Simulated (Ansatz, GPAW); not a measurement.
# Screening of a field by Ta2N(OH)2 MXene monolayer, part 3 of 3

Wanted: the out-of-plane polarisability of Ta2N(OH)2 MXene monolayer.

GPAW 26.7.0 and Ansatz 0.2.0; Ansatz plane waves; layer without images along its normal, relaxation of atoms and in-plane cell (the session's first sound run).

So far. Step 5 (Field on): The dipole is now -0.0616 e Å, against -2.0e-4 in the run without a field. Step 8 (In a field): The dipole is now 0.0616 e Å, against -2.0e-4 in the run without a field.

## Step 9: Field on (continued)

Level of this step: GPAW, PAW setups; slab in vacuum (GPAW).

The electrostatic potential energy of an electron (without an applied field's), less the Fermi level, planar mean oscillates, so the rows of the table below give means over windows of 0.5 Å about each position, cut where the curve ends. Its maxima inside the range that stand out by 2 % of the span (Å: eV): 0.56: 3.75, 8.27: 0.00379, 9.40: -7.16, 10.90: -13.4, 11.66: -13.6, 13.16: -7.94, 14.29: -1.28. Its minima: 7.99: -0.648, 9.02: -10.1, 10.25: -22.7, 11.28: -16.6, 12.31: -23.1, 13.54: -11.1, 14.57: -2.06.

Electrostatic potential energy of an electron (without an applied field's), less the Fermi level, planar mean against z; means over each step:

```tsv
z (Å)	electrostatic potential energy of an electron (without an applied field's), less the Fermi level, planar mean (eV)
0.0	3.00
0.5	3.67
1.0	3.75
1.5	3.75
2.0	3.75
2.5	3.74
3.0	3.74
3.5	3.73
4.0	3.72
4.5	3.69
5.0	3.63
5.5	3.53
6.0	3.35
6.5	3.02
7.0	2.44
7.5	1.30
8.0	-0.283
8.5	-1.70
9.0	-8.74
9.5	-8.76
10.0	-18.6
10.5	-19.7
11.0	-14.5
11.5	-14.8
12.0	-19.0
12.5	-20.2
13.0	-10.2
13.5	-9.80
14.0	-3.65
14.5	-1.71
15.0	-0.525
15.5	0.496
16.0	0.939
16.5	1.16
17.0	1.27
17.5	1.33
18.0	1.35
18.5	1.36
19.0	1.37
19.5	1.37
20.0	1.37
20.5	1.37
21.0	1.37
21.5	1.37
22.0	1.41
```

The dipole is now 0.123 e Å, against -2.0e-4 in the run without a field.

## Step 10: Field on

Input file run.py:

```python
import json
import numpy as np
from ase import Atoms
from gpaw import GPAW, PW
from gpaw.external import ConstantElectricField

slab = Atoms(
    ['H', 'O', 'Ta', 'N', 'Ta', 'O', 'H'],
    positions=[
        [-0.00000, 1.90232, 8.00000],
        [-0.00000, 1.90232, 8.97995],
        [1.64746, 0.95116, 10.26316],
        [-0.00000, 0.00000, 11.28044],
        [-0.00000, 1.90232, 12.29773],
        [1.64746, 0.95116, 13.58094],
        [1.64746, 0.95116, 14.56089]],
    cell=[[3.29492, 0.0, 0.0], [-1.64746, 2.85348, -0.0], [0.0, -0.0, 22.5609]],
    pbc=[True, True, False],
    magmoms=[0.0, 0.0, 1.0, 0.0, 1.0, 0.0, 0.0])

slab.calc = GPAW(mode=PW(500), xc='PBE', kpts={'size': (12, 12, 1), 'gamma': True},
                 occupations={'name': 'fermi-dirac', 'width': 0.05}, nbands='140%',
                 convergence={'density': 1e-05}, maxiter=200,
                 poissonsolver={'dipolelayer': 'xy'},
                 external=ConstantElectricField(0.3, [0, 0, 1]),
                 symmetry={'tolerance': 1e-3}, txt='slab.txt')
result = {}
energy = slab.get_potential_energy()
fermi = slab.calc.get_fermi_level()
v = slab.calc.get_electrostatic_potential().mean((0, 1)) - fermi
n = slab.calc.get_pseudo_density().mean((0, 1))
L = slab.cell[2, 2]
z = np.arange(len(v)) * L / len(v)
low, high = slab.positions[:, 2].min(), slab.positions[:, 2].max()
below, above = np.interp([low - 5.8, high + 5.8], z, v)
slopes = [np.interp(x, z, np.gradient(v, z)) for x in (low - 5.8, high + 5.8)]
eps = np.array([[slab.calc.get_eigenvalues(k, s) for k in range(len(slab.calc.get_ibz_k_points()))]
                for s in range(slab.calc.get_number_of_spins())]) - fermi
top, bottom = eps[eps < 0].max(), eps[eps > 0].min()
dipole = slab.get_dipole_moment()[2]
print(f'energy {energy:.4f} eV, Fermi level {fermi:.4f} eV, dipole {dipole:.5f} e A')
print(f'potential 5.8 A off the faces, from the Fermi level: lower {below:.4f} eV, upper {above:.4f} eV')
print(f'slope of the potential there: lower {slopes[0]:.5f}, upper {slopes[1]:.5f} eV/A')
print(f'nearest levels on the mesh: {top:.4f} and {bottom:.4f} eV')
print('magnetic moment', round(slab.get_magnetic_moment(), 3))
result.update(energy=energy, fermi=fermi, dipole=dipole, below=below, above=above, slopes=slopes, edges=[top, bottom],
              z=z.tolist(), v=v.tolist(), n=n.tolist(), positions=slab.positions.tolist(),
              forces=slab.get_forces(apply_constraint=False).tolist(), moments=slab.get_magnetic_moments().tolist())
json.dump(result, open('result.json', 'w'))
```

On the command line:

```bash
> OMP_NUM_THREADS=1 OPENBLAS_NUM_THREADS=1 python run.py
```

The log of the run:

```text
energy -50.7579 eV, Fermi level 1.7767 eV, dipole 0.18575 e A
potential 5.8 A off the faces, from the Fermi level: lower 4.3846 eV, upper 0.8129 eV
slope of the potential there: lower -0.00665, upper 0.00145 eV/A
nearest levels on the mesh: -0.0703 and 0.0158 eV
magnetic moment -0.0
```

The job ended after 14 min (1 thread of Arm Neoverse V1, shared host; peak memory 0.85 GiB).

The dipole is now 0.186 e Å, against -2.0e-4 in the run without a field.

## Step 11: The series

The members are put on one axis.

This step: induced dipole against applied field (GPAW 26.7.0).

Dipole along the normal against field:

```tsv
field (V/Å)	dipole along the normal (e·Å)
-0.200	-0.123
-0.100	-0.0616
-0.050	-0.0308
0.000	-2.0e-4
0.050	0.0308
0.100	0.0616
0.200	0.123
0.300	0.186
```

## Step 12: A changed run

One more run, with changed settings.

This step: GPAW, PAW setups; slab in vacuum (GPAW 26.7.0).

run.py, as its differences from that of step 10:

```diff
@@ -4,3 +4,2 @@
 from gpaw import GPAW, PW
-from gpaw.external import ConstantElectricField
 
@@ -17,3 +16,3 @@
     cell=[[3.29492, 0.0, 0.0], [-1.64746, 2.85348, -0.0], [0.0, -0.0, 22.5609]],
-    pbc=[True, True, False],
+    pbc=[True, True, True],
     magmoms=[0.0, 0.0, 1.0, 0.0, 1.0, 0.0, 0.0])
@@ -22,5 +21,4 @@
                  occupations={'name': 'fermi-dirac', 'width': 0.05}, nbands='140%',
-                 convergence={'density': 1e-05}, maxiter=200,
+                 convergence={'density': 1e-05}, maxiter=50,
                  poissonsolver={'dipolelayer': 'xy'},
-                 external=ConstantElectricField(0.3, [0, 0, 1]),
                  symmetry={'tolerance': 1e-3}, txt='slab.txt')
```

The log of the run:

```text
AssertionError
```

Elapsed: 0.97 s, on 1 thread; peak memory 0.16 GiB.

The program refused the input before any cycle.

The fault put into the input: a dipole layer in a cell that repeats along the normal (pbc_z = true).

## Step 13: Summary of results

```json
{
 "work function, both faces": "2.53 eV",
 "dipole along the normal": "-2.0e-4 e Å",
 "induced dipole per field": "0.618 e Å per V/Å",
 "out-of-plane polarisability per area, α/(ε0 A)": "11.9 Å"
}
```

The field induces 0.618 e Å per V/Å, a polarisable thickness α/(ε0 A) of 11.9 Å beside 6.56 Å between the outermost nuclei. A perfect conductor would give the distance between its two image planes; a dielectric of thickness t gives t(1 - 1/ε). The induced dipole is linear in the field over this range. The starting lattice was a guess from atomic radii; the relaxation moved it by 4 %. At this geometry GPAW leaves forces of up to 0.21 eV/Å on free atoms, so it isn't GPAW's own minimum, and dipole and steps would shift on relaxing there. One magnetic start was tried; another order may lie lower. The layer's cell and atoms come from the relaxation; spin-orbit coupling and temperature are left out.

[Logs are printed without paths, hosts, clocks, repeated set-up lines and the standing remarks that a program may print on its own settings, such as how far it seeks lower states.]

[Hosts, paths, dates, database ids (printed as entryN), source tags and the programs' standing remarks are cut or masked in the printed files.]
